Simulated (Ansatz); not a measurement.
**KNa2LuF6: complex band structure**

A new crystal, KNa2LuF6: structure, gap and complex bands. It is built by putting Na for Rb, Lu for In in the KRb2InF6 structure of space group I4/m, with the volume rescaled by atomic radii. The parent structure comes from the Materials Project.

Calculated with Ansatz 0.2.0; PBE DFT, plane waves, PAW files, in the first sound run; inputs show where later runs differ.

The structure was built from a prototype and need not be the compound's stable phase.

### 1. Starting point

The structure is tetragonal, space group I4/m (No. 87). Conventional cell: a = 6.264 Å, b = 6.264 Å, c = 8.932 Å, α = 90.00°, β = 90.00°, γ = 90.00°. Nearest to K lie 6 F at 2.45 to 2.46 Å. Na has 4 F at 2.92 Å nearest. Nearest to Lu lie 6 F at 2.02 Å. Nearest to F lie 1 Lu at 2.02 Å and 1 K at 2.46 Å and 2 Na at 2.92 Å. Nearest to F lie 1 Lu at 2.02 Å and 1 K at 2.45 Å. It derives from KRb2InF6. Na for Rb, Lu for In in the KRb2InF6 structure of space group I4/m. Farther neighbours and most contacts between anions are not listed.

As a file:

```cif
data_structure
_symmetry_space_group_name_H-M 'I4/m'
_symmetry_Int_Tables_number 87
_cell_length_a 6.2639
_cell_length_b 6.2639
_cell_length_c 8.9319
_cell_angle_alpha 90.000
_cell_angle_beta 90.000
_cell_angle_gamma 90.000
_cell_volume 350.46
loop_
_atom_site_label
_atom_site_type_symbol
_atom_site_symmetry_multiplicity
_atom_site_Wyckoff_symbol
_atom_site_fract_x
_atom_site_fract_y
_atom_site_fract_z
_atom_site_occupancy
K1 K 2 b 0.50000 0.50000 0.00000 1
Na1 Na 4 d 0.00000 0.50000 0.25000 1
Lu1 Lu 2 a 0.00000 0.00000 0.00000 1
F1 F 8 h 0.18592 0.26315 0.00000 1
F2 F 4 e 0.00000 0.00000 0.22571 1
```

### 2. Cell and atoms at rest

The substituted atoms don't fit the parent's cell, so cell and atoms relax together. A small smearing keeps the run stable in case the gap closes on the way.

input.yaml

```yaml
crystal:
  lattice:
    - [-3.1319619413, 3.1319619413, 4.465949724]
    - [3.1319619413, -3.1319619413, 4.465949724]
    - [3.1319619413, 3.1319619413, -4.465949724]
  atoms:
    - { symbol: K, position: [0.5, 0.5, 0.0] }
    - { symbol: Na, position: [0.75, 0.25, 0.5] }
    - { symbol: Na, position: [0.25, 0.75, 0.5] }
    - { symbol: Lu, position: [0.0, 0.0, 0.0] }
    - { symbol: F, position: [0.2631515, 0.1859205, 0.449072] }
    - { symbol: F, position: [0.7368485, 0.8140795, 0.550928] }
    - { symbol: F, position: [0.1859205, 0.7368485, 0.922769] }
    - { symbol: F, position: [0.8140795, 0.2631515, 0.077231] }
    - { symbol: F, position: [0.225712, 0.225712, 0.0] }
    - { symbol: F, position: [0.774288, 0.774288, 0.0] }
kpoints:
  mp_grid: { grid: [6, 6, 6] }
scf:
  occupations: { method: gaussian, width: 0.03 }
hamiltonian:
  xc: pbe
output:
  forces: true
  stress: true
relax:
  f_tol: 0.02
  max_steps: 60
  cell: {}
```

Launch:

```
$ ansatz run input.yaml --threads 2 --pin off --max-ram 4096MiB --backend cpu --events-out ev --progress --plain --runs-dir out
```

Numbers of over 12 decimals in the logs are rounded to 6 here.

The log of the run:

```text
Engine: ansatz 0.2.0, x86_64-unknown-linux-gnu
Pseudopotentials: kind: paw
Pseudopotential: K, paw, valence charge 9, recommended cutoff 420 eV (normal), K.paw.azcp
Pseudopotential: Na, paw, valence charge 9, recommended cutoff 420 eV (normal), Na.paw.azcp
Pseudopotential: Lu, paw, valence charge 25, recommended cutoff 420 eV (normal), Lu.paw.azcp
Pseudopotential: F, paw, valence charge 7, recommended cutoff 420 eV (normal), F.paw.azcp
Functional definition: PBE
  parameter kappa = 0.804
  parameter beta = 0.066725
  exchange = pbe_x(kappa = kappa, mu = beta*pi^2/3)
  correlation = pbe_c(beta = beta)
Crystal: 10 atoms, lattice volume = 175.229 Å³
Basis set: ecut = 420 eV, 3479 PW (Γ), exchange–correlation on 90×90×90 points (8 copies of the dense FFT grid, shifted against one another)
Bands: 57, of which v1, the nominal top of the filled ones, is band 47 counted from 1 (46 counted from 0)
Symmetry: 8 space group operations
Space group: I4/m (ITA 87), of the structure as read, at distance tolerance 5.6e-5 Å
k-points: 36 of 216
Non-local potential: K, projectors of the file, l = 0: 3, l = 1: 2, l = 2: 2
Non-local potential: Na, projectors of the file, l = 0: 3, l = 1: 2, l = 2: 1
Non-local potential: Lu, projectors of the file, l = 0: 3, l = 1: 2, l = 2: 2, l = 3: 3
Non-local potential: F, projectors of the file, l = 0: 2, l = 1: 2, l = 2: 1
PAW form: soft (Blöchl's): semilocal exchange-correlation on the pseudo side does not see the compensation charge
PAW one-centre angular grid: K, 110 points (default); XC on 64 Gauss nodes
PAW one-centre angular grid: Na, 110 points (default); XC on 64 Gauss nodes
PAW one-centre angular grid: Lu, 590 points (default); XC on 64 Gauss nodes
PAW one-centre angular grid: F, 110 points (default); XC on 64 Gauss nodes
Initial density: superposition of atomic densities (neutral atoms: chi_scale 0, normalization atom), corrected by the library's trained network
Initial wavefunctions: pseudopotential atomic-orbital guess
Functional: x = pbe(κ = 0.804, μ = 0.219515), c = pbe(β = 0.066725)
SCF iter   1: F=—  HF=-24106.715269 eV  |F-HF|=—  |Δ(HF+E_count)|=         —  Δρ=1.59e-3  dr2=3.14e-3  ethr=1.77e-3  ⟨swp⟩=6.3  Hψ=7704  notcnv=0  defer=8
preconditioner: auto → Resta (q_TF=auto, 2.459 Å⁻¹)  ε∞=3.2  [insulator: Δε(μ)=3.236 eV  Ē_g=17.917 eV  σ=0.030 eV  W_gap=1.00  n_scr=58 (ndim 8)  ℏωp=26.3 eV  f_vac=0.315  D(μ)=0.00/eV (n_scr^D=0)  ε∞_Penn≈3.2]
SCF iter   2: F=—  HF=-24106.718372 eV  |F-HF|=—  |Δ(HF+E_count)|=   3.10e-3  Δρ=5.23e-4  dr2=3.67e-4  ethr=3.34e-6  ⟨swp⟩=2.9  Hψ=4616  notcnv=0  defer=112
SCF iter   3: F=—  HF=-24106.717793 eV  |F-HF|=—  |Δ(HF+E_count)|=   5.78e-4  Δρ=5.18e-4  dr2=4.04e-4  ethr=3.90e-7  ⟨swp⟩=3.0  Hψ=3824  notcnv=0  defer=112
SCF iter   4: F=—  HF=-24106.717866 eV  |F-HF|=—  |Δ(HF+E_count)|=   7.29e-5  Δρ=1.72e-4  dr2=3.37e-5  ethr=3.90e-7  ⟨swp⟩=2.1  Hψ=3289  notcnv=0  defer=112
SCF iter   5: F=—  HF=-24106.717955 eV  |F-HF|=—  |Δ(HF+E_count)|=   8.87e-5  Δρ=5.54e-5  dr2=4.09e-6  ethr=3.58e-8  ⟨swp⟩=2.0  Hψ=3403  notcnv=0  defer=112
SCF iter   6: F=—  HF=-24106.717958 eV  |F-HF|=—  |Δ(HF+E_count)|=   2.53e-6  Δρ=2.26e-5  dr2=1.06e-6  ethr=4.35e-9  ⟨swp⟩=2.0  Hψ=3630  notcnv=0  defer=112
SCF iter   7: F=—  HF=-24106.717958 eV  |F-HF|=—  |Δ(HF+E_count)|=   8.72e-7  Δρ=9.16e-6  dr2=1.04e-7  ethr=1.13e-9  ⟨swp⟩=2.0  Hψ=3630  notcnv=0  defer=112
SCF iter   8: F=-24106.717958 eV  HF=-24106.717958 eV  |F-HF|=3.43e-8  |Δ(HF+E_count)|=   3.40e-8  Δρ=6.11e-6  dr2=3.96e-8  ethr=1.06e-10  ⟨swp⟩=4.7  Hψ=7427  notcnv=0
SCF 1 converged in 8 iterations: F = -24106.717958 eV  dr2 = 3.96e-8
  greatest PAW one-centre occupation: 0.999 electrons in one spin orbital (limit 2), on the Na atom at site 2 (counted from 0), in its partial waves of l = 0
relax step   1: F+E_penalty+E_count = -24106.71795843 eV  Δ(F+E_penalty+E_count) = +0.000e0 eV  max|allowed force component| = 2.026e0 eV/Å  Δτ_max = 0.0000 Å  P = +8.477 GPa  Ω = 175.229 Å³  (8 SCF iters, dr2 threshold 1.00e-7 eV, accepted)
Crystal: 10 atoms, lattice volume = 185.484 Å³
Basis set: ecut = 420 eV, 3655 PW (Γ), exchange–correlation on 90×90×90 points (8 copies of the dense FFT grid, shifted against one another)
Initial density: handed on by an earlier stage of this run
Initial wavefunctions: those handed on with the density
iter 1 solved again at ethr=4.52e-4 eV; its pass at ethr=3.10e-3 eV (dr2=4.25e-1 eV) is discarded
SCF iter   1: F=—  HF=-24107.800159 eV  |F-HF|=—  |Δ(HF+E_count)|=         —  Δρ=2.09e-2  dr2=4.23e-1  ethr=4.52e-4  ⟨swp⟩=2.5  Hψ=11393  notcnv=0
preconditioner: auto → Resta (q_TF=auto, 2.436 Å⁻¹)  ε∞=3.1  [insulator: Δε(μ)=3.424 eV  Ē_g=17.560 eV  σ=0.030 eV  W_gap=1.00  n_scr=58 (ndim 8)  ℏωp=25.6 eV  f_vac=0.329  D(μ)=0.00/eV (n_scr^D=0)  ε∞_Penn≈3.1]
SCF iter   2: F=—  HF=-24107.686783 eV  |F-HF|=—  |Δ(HF+E_count)|=   1.13e-1  Δρ=9.42e-3  dr2=8.66e-2  ethr=4.50e-4  ⟨swp⟩=4.2  Hψ=4221  notcnv=0
SCF iter   3: F=—  HF=-24107.671932 eV  |F-HF|=—  |Δ(HF+E_count)|=   1.49e-2  Δρ=3.91e-3  dr2=1.94e-2  ethr=9.22e-5  ⟨swp⟩=4.0  Hψ=4796  notcnv=0  defer=98
SCF iter   4: F=—  HF=-24107.655943 eV  |F-HF|=—  |Δ(HF+E_count)|=   1.60e-2  Δρ=1.51e-3  dr2=2.17e-3  ethr=2.06e-5  ⟨swp⟩=3.9  Hψ=5047  notcnv=0  defer=98
SCF iter   5: F=—  HF=-24107.656154 eV  |F-HF|=—  |Δ(HF+E_count)|=   2.11e-4  Δρ=5.71e-4  dr2=5.34e-4  ethr=2.31e-6  ⟨swp⟩=2.1  Hψ=3970  notcnv=0  defer=98
SCF iter   6: F=—  HF=-24107.656256 eV  |F-HF|=—  |Δ(HF+E_count)|=   1.01e-4  Δρ=1.37e-4  dr2=4.38e-5  ethr=5.68e-7  ⟨swp⟩=2.1  Hψ=3650  notcnv=0  defer=98
SCF iter   7: F=—  HF=-24107.656258 eV  |F-HF|=—  |Δ(HF+E_count)|=   2.02e-6  Δρ=6.97e-5  dr2=9.56e-6  ethr=4.66e-8  ⟨swp⟩=2.0  Hψ=3646  notcnv=0  defer=98
SCF iter   8: F=—  HF=-24107.656259 eV  |F-HF|=—  |Δ(HF+E_count)|=   1.54e-6  Δρ=5.82e-5  dr2=4.35e-6  ethr=1.02e-8  ⟨swp⟩=2.0  Hψ=3622  notcnv=0  defer=98
SCF iter   9: F=-24107.656258 eV  HF=-24107.656258 eV  |F-HF|=2.37e-7  |Δ(HF+E_count)|=   9.13e-7  Δρ=1.40e-5  dr2=2.96e-7  ethr=1.06e-9  ⟨swp⟩=4.9  Hψ=11635  notcnv=0
SCF 2 converged in 9 iterations: F = -24107.656258 eV  dr2 = 2.96e-7
relax step   2: F+E_penalty+E_count = -24107.65625798 eV  Δ(F+E_penalty+E_count) = -9.383e-1 eV  max|allowed force component| = 3.419e-1 eV/Å  Δτ_max = 0.1948 Å  P = -0.029 GPa  Ω = 185.484 Å³  energy of the carried Pulay correction = -2.597e-2 eV  (9 SCF iters, dr2 threshold 1.00e-6 eV, accepted)
Crystal: 10 atoms, lattice volume = 184.936 Å³
Basis set: ecut = 420 eV, 3623 PW (Γ), exchange–correlation on 90×90×90 points (8 copies of the dense FFT grid, shifted against one another)
[...]
SCF iter   5: F=—  HF=-24107.934705 eV  |F-HF|=—  |Δ(HF+E_count)|=   4.02e-4  Δρ=2.71e-4  dr2=9.68e-5  ethr=5.54e-7  ⟨swp⟩=3.0  Hψ=4624  notcnv=0  defer=67
SCF iter   6: F=—  HF=-24107.934636 eV  |F-HF|=—  |Δ(HF+E_count)|=   6.90e-5  Δρ=1.13e-4  dr2=2.25e-5  ethr=1.03e-7  ⟨swp⟩=3.0  Hψ=4003  notcnv=0  defer=67
SCF iter   7: F=—  HF=-24107.934638 eV  |F-HF|=—  |Δ(HF+E_count)|=   1.48e-6  Δρ=8.23e-5  dr2=8.07e-6  ethr=2.39e-8  ⟨swp⟩=2.4  Hψ=3901  notcnv=0  defer=67
SCF iter   8: F=—  HF=-24107.934636 eV  |F-HF|=—  |Δ(HF+E_count)|=   1.43e-6  Δρ=4.28e-5  dr2=1.62e-6  ethr=8.59e-9  ⟨swp⟩=2.0  Hψ=3313  notcnv=0  defer=67
SCF iter   9: F=-24107.934635 eV  HF=-24107.934636 eV  |F-HF|=1.48e-7  |Δ(HF+E_count)|=   5.88e-7  Δρ=1.41e-5  dr2=1.58e-7  ethr=1.06e-9  ⟨swp⟩=5.9  Hψ=9700  notcnv=0
SCF 3 converged in 9 iterations: F = -24107.934635 eV  dr2 = 1.58e-7
relax step   3: F+E_penalty+E_count = -24107.93463548 eV  Δ(F+E_penalty+E_count) = -2.784e-1 eV  max|allowed force component| = 3.375e-1 eV/Å  Δτ_max = 0.1952 Å  P = -1.489 GPa  Ω = 184.936 Å³  energy of the carried Pulay correction = -2.462e-2 eV  (9 SCF iters, dr2 threshold 1.00e-6 eV, accepted)
[...]
relax step   4: F+E_penalty+E_count = -24108.02482134 eV  Δ(F+E_penalty+E_count) = -9.019e-2 eV  max|allowed force component| = 5.458e-1 eV/Å  Δτ_max = 0.1969 Å  P = -1.131 GPa  Ω = 178.451 Å³  energy of the carried Pulay correction = -8.319e-3 eV  (8 SCF iters, dr2 threshold 1.00e-6 eV, accepted)
[...]
relax step   5: F+E_penalty+E_count = -24108.06983975 eV  Δ(F+E_penalty+E_count) = -4.502e-2 eV  max|allowed force component| = 1.593e-1 eV/Å  Δτ_max = 0.0725 Å  P = +0.403 GPa  Ω = 179.018 Å³  energy of the carried Pulay correction = -9.770e-3 eV  (7 SCF iters, dr2 threshold 1.00e-6 eV, accepted)
[...]
relax step   6: F+E_penalty+E_count = -24108.07912218 eV  Δ(F+E_penalty+E_count) = -9.282e-3 eV  max|allowed force component| = 3.205e-2 eV/Å  Δτ_max = 0.0227 Å  P = -0.023 GPa  Ω = 178.990 Å³  energy of the carried Pulay correction = -9.698e-3 eV  (6 SCF iters, dr2 threshold 1.00e-6 eV, accepted)
[...]
relax step   7: F+E_penalty+E_count = -24108.07963735 eV  Δ(F+E_penalty+E_count) = -5.152e-4 eV  max|allowed force component| = 1.190e-3 eV/Å  Δτ_max = 0.0044 Å  P = -0.011 GPa  Ω = 178.855 Å³  energy of the carried Pulay correction = -9.353e-3 eV  (6 SCF iters, dr2 threshold 6.42e-8 eV, accepted)
[...]
relax step   8: F+E_penalty+E_count = -24108.09086726 eV  Δ(F+E_penalty+E_count) = -1.123e-2 eV  max|allowed force component| = 6.319e-4 eV/Å  Δτ_max = 0.0000 Å  P = +0.131 GPa  Ω = 178.855 Å³  stress off target by 1.57e-1 GPa  SCF on the basis re-selected at this cell (its energy is not comparable with the rows above)  (8 SCF iters)
[...]
relax step   9: F+E_penalty+E_count = -24108.08945795 eV  Δ(F+E_penalty+E_count) = +1.409e-3 eV  max|allowed force component| = 8.727e-4 eV/Å  Δτ_max = 0.0019 Å  P = +0.006 GPa  Ω = 179.483 Å³  energy of the carried Pulay correction = -1.678e-3 eV  (7 SCF iters, dr2 threshold 6.17e-8 eV, accepted)
iter 1 solved again at ethr=1.75e-7 eV; its pass at ethr=3.10e-3 eV (dr2=1.65e-4 eV) is discarded
SCF iter   1: F=—  HF=-24108.090529 eV  |F-HF|=—  |Δ(HF+E_count)|=         —  Δρ=7.85e-5  dr2=4.83e-7  ethr=1.75e-7  ⟨swp⟩=3.1  Hψ=13536  notcnv=0
preconditioner: auto → Resta (q_TF=auto, 2.449 Å⁻¹)  ε∞=3.1  [insulator: Δε(μ)=4.552 eV  Ē_g=17.863 eV  σ=0.030 eV  W_gap=1.00  n_scr=58 (ndim 8)  ℏωp=26.0 eV  f_vac=0.291  D(μ)=0.00/eV (n_scr^D=0)  ε∞_Penn≈3.1]
SCF iter   2: F=—  HF=-24108.091061 eV  |F-HF|=—  |Δ(HF+E_count)|=   5.32e-4  Δρ=3.87e-5  dr2=1.43e-7  ethr=5.14e-10  ⟨swp⟩=2.1  Hψ=3731  notcnv=0
SCF iter   3: F=—  HF=-24108.091184 eV  |F-HF|=—  |Δ(HF+E_count)|=   1.23e-4  Δρ=1.37e-5  dr2=1.78e-8  ethr=1.52e-10  ⟨swp⟩=2.0  Hψ=3491  notcnv=0
SCF iter   4: F=—  HF=-24108.091200 eV  |F-HF|=—  |Δ(HF+E_count)|=   1.60e-5  Δρ=7.74e-7  dr2=7.53e-10  ethr=1.90e-11  ⟨swp⟩=2.0  Hψ=3600  notcnv=0
SCF iter   5: F=—  HF=-24108.091200 eV  |F-HF|=—  |Δ(HF+E_count)|=   9.04e-9  Δρ=4.75e-7  dr2=4.08e-10  ethr=1.00e-12  ⟨swp⟩=5.5  Hψ=9324  notcnv=0
SCF iter   6: F=-24108.091200 eV  HF=-24108.091200 eV  |F-HF|=8.00e-11  |Δ(HF+E_count)|=   9.26e-9  Δρ=1.56e-7  dr2=4.97e-11  ethr=1.00e-12  ⟨swp⟩=3.1  Hψ=9070  notcnv=0
SCF 10 converged in 6 iterations: F = -24108.091200 eV  dr2 = 4.97e-11
relax step  10: F+E_penalty+E_count = -24108.09119990 eV  Δ(F+E_penalty+E_count) = -1.742e-3 eV  max|allowed force component| = 8.534e-4 eV/Å  Δτ_max = 0.0000 Å  P = +0.014 GPa  Ω = 179.483 Å³  stress off target by 1.41e-2 GPa  SCF on the basis re-selected at this cell (its energy is not comparable with the rows above)  (6 SCF iters)
basis re-selected at this cell: Δ(F+E_penalty+E_count) = -1.742e-3 eV, ΔP = +0.008 GPa vs the last step (what re-selecting the basis moved, of the pressure what is left beyond the Pulay correction that the steps carried, after the strain that the cell walked since its last selection, with what the two solves' SCF thresholds leave and, on support functions, any second-order correction that the steps lacked; it is no m [...]
SCF converged after 6 iterations
Free energy (F): -24108.091200 eV
Harris-Foulkes:  -24108.091200 eV  (|F-HF|=8.00e-11)
Internal energy: -24108.091200 eV  (E = F + TS)
E sigma→0 (E₀):  -24108.091200 eV
Fermi energy:    3.865548 eV
--- Per-component energies (eV) ---
  E_band       = -962.554492
  E_kinetic    = 2155.972848
  E_local      = -16056.497325  (includes V_loc(G=0)·N_el)
  E_nonlocal   = 1260.651167
  E_hartree    = 6485.673794
  E_xc         = -914.135792
  E_vxc        = -1141.973326  (∫ρ·V_xc dr)
  E_paw        = -9885.554968  (= ΣΔE_a)
  E_vpaw       = -152.068128  (= ΣTr[D̂ρ^β])
  E_aug_tail   = 0.012442  (compensation charges beyond the density's cutoff)
  E_ewald      = -7154.213365
  E_smearing   = -0.000000  (= −TS)
  E_closure    = -0.000000  (closes the sum)
  Σ components = -24108.091200   (vs F -24108.091200, Δ=0.00e0)
--- Forces (eV/Å), atoms counted from 1 ---
  atom   1  K      0.00000000     0.00000000     0.00000000
  atom   2  Na     0.00000000    -0.00000000     0.00000000
  atom   3  Na     0.00000000    -0.00000000     0.00000000
  atom   4  Lu     0.00000000     0.00000000     0.00000000
  atom   5  F     -0.00085338    -0.00069382     0.00000000
  atom   6  F      0.00085338     0.00069382     0.00000000
  atom   7  F      0.00069382    -0.00085338     0.00000000
  atom   8  F     -0.00069382     0.00085338     0.00000000
  atom   9  F      0.00000000    -0.00000000    -0.00073994
  atom  10  F      0.00000000     0.00000000     0.00073994
  max |Σ_I F_I| component: 1.63e-19 eV/Å
--- Stress (GPa, compression-positive) ---
        0.014085       0.000000       0.000000
       -0.000000       0.014085       0.000000
        0.000000      -0.000000       0.013703
  P = ⅓ Tr σ = 0.0140 GPa (0.140 kbar)
--- Relaxed structure (8 steps of the walk, 8 accepted, 2 SCFs on fresh bases) ---
  F+E_penalty+E_count = -24108.09119990 eV   max|allowed force component| = 8.534e-4 eV/Å   (the final SCF, on the basis selected at the relaxed cell)
  cell:  # Å, volume = 179.4831 Å³
    - [-3.151668, 3.151668, 4.517338]
    - [3.151668, -3.151668, 4.517338]
    - [3.151668, 3.151668, -4.517338]
  atoms:
    - { symbol: K, position: [0.500000, 0.500000, 1.993959259582944e-18] }
    - { symbol: Na, position: [0.75, 0.250000, 0.5] }
    - { symbol: Na, position: [0.250000, 0.75, 0.5] }
    - { symbol: Lu, position: [1.2776947018977093e-18, 1.0561436730551609e-18, 1.9939592595829396e-18] }
    - { symbol: F, position: [0.319332, 0.121089, 0.440421] }
    - { symbol: F, position: [0.680668, 0.878911, 0.559579] }
    - { symbol: F, position: [0.121089, 0.680668, 0.801757] }
    - { symbol: F, position: [0.878911, 0.319332, 0.198243] }
    - { symbol: F, position: [0.233672, 0.233672, 1.9939592595829426e-18] }
    - { symbol: F, position: [0.766328, 0.766328, 1.9939592595829426e-18] }
```

Elapsed: 55 s, on 2 threads of Intel Xeon 6975P-C (Granite Rapids), shared host; peak memory 0.73 GiB; 1.8 min of CPU time.

Step by step:

| step | energy less that of the first step (eV) | largest force component (eV/Å) | pressure (GPa) | volume (Å³) |
| --- | --- | --- | --- | --- |
| 1 | 0.0000 | 2.0255 | 8.48 | 175.23 |
| 2 | -0.9383 | 0.3419 | -0.03 | 185.48 |
| 3 | -1.2167 | 0.3375 | -1.49 | 184.94 |
| 4 | -1.3069 | 0.5458 | -1.13 | 178.45 |
| 5 | -1.3519 | 0.1593 | 0.40 | 179.02 |
| 6 | -1.3612 | 0.0320 | -0.02 | 178.99 |
| 7 | -1.3617 | 0.0012 | -0.01 | 178.86 |
| 8* | -1.3729 | 0.0006 | 0.13 | 178.86 |
| 9 | -1.3715 | 0.0009 | 0.01 | 179.48 |
| 10* | -1.3732 | 0.0009 | 0.01 | 179.48 |

Relaxation steps marked * repeat the geometry before them on a plane-wave basis chosen anew for their cell, so energy and pressure can jump there.

Forces are held to the 8 operations that the run works with; a distortion that breaks them can't arise in this run.

| conventional cell, symmetrised | before | after | change |
| --- | --- | --- | --- |
| a (Å) | 6.264 | 6.303 | +0.6 % |
| b (Å) | 6.264 | 6.303 | +0.6 % |
| c (Å) | 8.932 | 9.035 | +1.2 % |
| volume (Å³/atom) | 17.52 | 17.95 | +2.4 % |

The atoms that moved most (Å, as changes of fractional coordinates times the final cell):

| atom | dx | dy | dz | length |
| --- | --- | --- | --- | --- |
| F5 | -0.409 | 0.354 | 0.000 | 0.541 |
| F7 | -0.354 | -0.409 | 0.000 | 0.541 |
| F8 | 0.354 | 0.409 | 0.000 | 0.541 |
| F6 | 0.409 | -0.354 | 0.000 | 0.541 |
| F9 | 0.000 | 0.000 | 0.072 | 0.072 |
| F10 | 0.000 | 0.000 | -0.072 | 0.072 |

Numbers from this step:

```yaml
free_energy: -24108.0912 eV
fermi_energy: 3.866 eV
pressure: 0.01396 GPa
```

The largest force component on a free atom ends at 8.5e-4 eV/Å.

(Part 1 of 3 ends here.)

[Logs are printed without paths, hosts, clocks, repeated set-up lines and the standing remarks that a program may print on its own settings, such as how far it seeks lower states.]

[Hosts, paths, dates, database ids (printed as entryN), source tags and the programs' standing remarks are cut or masked in the printed files.]
